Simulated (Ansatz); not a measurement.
# RbMoF3 (cubic perovskite) (Pm-3m): how robust is the cRPA U?, part 2 of 2

What does U in RbMoF3 (cubic perovskite) (Pm-3m) depend on besides the window?

Ansatz 0.2.0; constrained RPA on LDA, plane waves, PAW.

So far. Step 5 (Changed: smooth pair densities): On the Mo t2g shell, screening brings the on-site interaction from 13.0 eV down to U = 4.93 eV. Step 6 (Changed: accuracy high): On the Mo t2g shell, screening brings the on-site interaction from 13.0 eV down to U = 4.92 eV.

The structure was built from a prototype and need not be the compound's stable phase.

## 7. Changed: one k-point

Input file input.yaml:

```yaml
crystal:
  lattice:
    - [-4.1568154, 0.0, 0.0]
    - [0.0, 0.0, -4.1568154]
    - [0.0, -4.1568154, 0.0]
  atoms:
    - { symbol: Rb, position: [0.0, 0.0, 0.0] }
    - { symbol: Mo, position: [0.5, 0.5, 0.5] }
    - { symbol: F, position: [0.5, 0.5, 0.0] }
    - { symbol: F, position: [0.5, 0.0, 0.5] }
    - { symbol: F, position: [0.0, 0.5, 0.5] }
kpoints:
  mp_grid: { grid: [6, 6, 6] }
hamiltonian:
  xc: lda
scf:
  occupations: { method: gaussian, width: 0.08 }
  n_extra_bands: 19
  max_iter: 150
  lower_state_search: "off"
output:
  crpa:
    kmesh: [1, 1, 1]
    target_bands: [v2, c1]
    projections: [{ species: Mo, l: d, shell: 4, orbitals: [dxz, dyz, dxy] }]
```

Launch:

```bash
> ansatz run input.yaml --threads 4 --pin off --max-ram 9216MiB --backend cpu --events-out ev --progress --plain --runs-dir out
```

Numbers of over 12 decimals in the logs are rounded to 6 here.

Output:

```text
[...]
Crystal: 5 atoms, lattice volume = 71.826 Å³
Basis set: ecut = 420 eV, 1365 PW (Γ)
Bands: 41, of which v1, the nominal top of the filled ones, is band 22 counted from 1 (21 counted from 0)
Symmetry: 48 space group operations
[...]
k-points: 20 of 216
[...]
k-point 19: bands = [... 18 lower, 4.2031, 4.2031, 12.0987, 12.0987, 12.0987, 14.7382, 14.7382, 14.7382, ... 15 higher]
[...]
χ-basis size per q: N_G = 251..251
[...]
Site 1, 4D, 3 of 5 d orbitals (Wannier functions 1, 2, 3; wannier90's mr 2, 3, 5):
      screened: U = 4.6632 eV, U' = 3.8461 eV, J = 0.3728 eV
      screened, to within: U = 8.9e-3 eV, U' = 8.9e-3 eV, J = 7.3e-4 eV
      bare: V = 14.3986 eV, V' = 13.3238 eV, J = 0.5416 eV
[...]
[key lines of the parts left out:]
SCF converged after 7 iterations
Free energy (F): -10395.743672 eV
Fermi energy:    11.375572 eV
```

Run time: 2.1 s. Hardware: 4 threads of Arm Neoverse V2, shared host; peak memory 0.42 GiB; 6.5 s of CPU time.

The run ended normally, though the input holds a fault or crude settings.

The fault put into this input: one k-point. It printed U = 4.66 eV, which is no property of the model meant.

## 8. Changed: potentials

input.yaml: that of step 7 with these lines changed.

```diff
@@ -15,2 +15,3 @@
   xc: lda
+  pseudopotentials: { kind: paw, source: ansatz }
 scf:
@@ -22,3 +23,3 @@
   crpa:
-    kmesh: [1, 1, 1]
+    kmesh: [4, 4, 4]
     target_bands: [v2, c1]
```

Output:

```text
[...]
Crystal: 5 atoms, lattice volume = 71.826 Å³
Basis set: ecut = 1050 eV, 5497 PW (Γ)
Bands: 41, of which v1, the nominal top of the filled ones, is band 22 counted from 1 (21 counted from 0)
Symmetry: 48 space group operations
[...]
k-points: 20 of 216
[...]
k-point 19: bands = [... 18 lower, 4.1858, 4.1858, 12.0842, 12.0842, 12.0842, 14.7136, 14.7136, 14.7136, ... 15 higher]
[...]
χ-basis size per q: N_G = 251..280
[...]
Site 1, 4D, 3 of 5 d orbitals (Wannier functions 1, 2, 3; wannier90's mr 2, 3, 5):
      screened: U = 4.9125 eV, U' = 4.1670 eV, J = 0.3551 eV
      screened, to within: U = 9.9e-3 eV, U' = 9.9e-3 eV, J = 6.7e-4 eV
      bare: V = 12.9778 eV, V' = 11.9554 eV, J = 0.5079 eV
[...]
[key lines of the parts left out:]
SCF converged after 7 iterations
Free energy (F): -10402.055571 eV
Fermi energy:    11.359585 eV
```

Wall time 1.8 min (4 threads); peak memory 1.1 GiB.

Numbers from this step:

| Quantity | Value |
| --- | --- |
| U | 4.912 eV |
| U prime (inter-orbital) | 4.167 eV |
| J | 0.3551 eV |
| bare V | 12.98 eV |
| bare J | 0.5079 eV |
| stated bound on U | 0.009869 eV |
| U over bare V | 0.3785 |
| electrons in the window | 4.000 |
| head of the constrained inverse dielectric matrix | 0.3378 |
| least eigenvalue of the projection's overlap | 0.8010 |
| target functions | 3 |
| bands in the sums | 46 |
| width of the target bands | 2.041 eV |
| weight of the projected orbitals in the window | 0.8859 |

On the Mo t2g shell, screening brings the on-site interaction from 13.0 eV down to U = 4.91 eV.

## 9. Changed: PBEsol

This step: constrained RPA on PBEsol, plane waves, PAW.

input.yaml: that of step 8 with these lines changed.

```diff
@@ -14,4 +14,3 @@
 hamiltonian:
-  xc: lda
-  pseudopotentials: { kind: paw, source: ansatz }
+  xc: pbesol
 scf:
```

Output:

```text
[...]
Crystal: 5 atoms, lattice volume = 71.826 Å³
Basis set: ecut = 420 eV, 1365 PW (Γ)
Bands: 41, of which v1, the nominal top of the filled ones, is band 22 counted from 1 (21 counted from 0)
Symmetry: 48 space group operations
[...]
k-points: 20 of 216
[...]
k-point 19: bands = [... 18 lower, 4.4880, 4.4880, 12.3460, 12.3460, 12.3460, 15.0710, 15.0710, 15.0710, ... 15 higher]
[...]
χ-basis size per q: N_G = 251..280
[...]
Site 1, 4D, 3 of 5 d orbitals (Wannier functions 1, 2, 3; wannier90's mr 2, 3, 5):
      screened: U = 4.9898 eV, U' = 4.2377 eV, J = 0.3595 eV
      screened, to within: U = 8.8e-3 eV, U' = 8.8e-3 eV, J = 7.3e-4 eV
      bare: V = 13.0291 eV, V' = 12.0014 eV, J = 0.5116 eV
[...]
[key lines of the parts left out:]
SCF converged after 7 iterations
Free energy (F): -10516.207435 eV
Fermi energy:    11.628669 eV
```

Wall time 29 s (4 threads); peak memory 0.54 GiB.

This step gave:

```
U                                                 : 4.990 eV
U prime (inter-orbital)                           : 4.238 eV
J                                                 : 0.3595 eV
bare V                                            : 13.03 eV
bare J                                            : 0.5116 eV
stated bound on U                                 : 0.008742 eV
U over bare V                                     : 0.3830
electrons in the window                           : 4.000
head of the constrained inverse dielectric matrix : 0.3432
least eigenvalue of the projection's overlap      : 0.8013
target functions                                  : 3
bands in the sums                                 : 46
width of the target bands                         : 2.024 eV
weight of the projected orbitals in the window    : 0.8859
```

On the Mo t2g shell, screening brings the on-site interaction from 13.0 eV down to U = 4.99 eV.

## 10. Side by side

Times are wall times on 4 threads of Arm Neoverse V2, shared host, good to a factor of about two.

```csv
run,bare V (eV),U (eV),J (eV),bound on U (eV),width (eV),time
target window,12.98,4.921,0.356,0.0086,2.04,28 s
2×2×2 mesh,13.26,5.146,0.358,0.0081,2.04,4.4 s
6×6×6 mesh,12.96,4.931,0.356,0.0087,2.04,2.5 min
smooth pair densities,12.98,4.932,0.361,0.0075,2.04,23 s
accuracy high,12.98,4.923,0.356,0.0014,2.04,42 s
potentials,12.98,4.912,0.355,0.0099,2.04,1.8 min
PBEsol,13.03,4.990,0.359,0.0087,2.02,29 s
```

## 11. Outcome

| Quantity | Value |
| --- | --- |
| target window | U 4.92 eV, J 0.36 eV |
| 2×2×2 mesh | U 5.15 eV, J 0.36 eV |
| 6×6×6 mesh | U 4.93 eV, J 0.36 eV |
| smooth pair densities | U 4.93 eV, J 0.36 eV |
| accuracy high | U 4.92 eV, J 0.36 eV |
| potentials | U 4.91 eV, J 0.36 eV |
| PBEsol | U 4.99 eV, J 0.36 eV |

In words: 2×2×2 mesh moves U by +0.22 eV at 0.16 times the time. 6×6×6 mesh moves U by +0.01 eV (within the solver's bounds, for the mean over orbitals) at 5.5 times the time. Smooth pair densities moves U by +0.01 eV (within the solver's bounds, for the mean over orbitals). Accuracy high moves U by +0.002 eV (within the solver's bounds, for the mean over orbitals). Potentials moves U by −0.01 eV (within the solver's bounds, for the mean over orbitals) at 4.0 times the time. PBEsol moves U by +0.07 eV. The printed bound covers the solver alone, not the mesh. The parent state is non-magnetic and the interaction static (zero frequency); U depends on the window and the orbitals, so it belongs to this model alone.

[Paths, hosts, dates, memory and timing lines, banners, echoed tables and standing remarks are left out of the program output.]

[Logs are printed without paths, hosts, clocks, repeated set-up lines and the standing remarks that a program may print on its own settings, such as how far it seeks lower states.]

[Runs of the session that timed out or met a known fault of the program may be left out.]

[Hosts, paths, dates, database ids (printed as entryN), source tags and the programs' standing remarks are cut or masked in the printed files.]
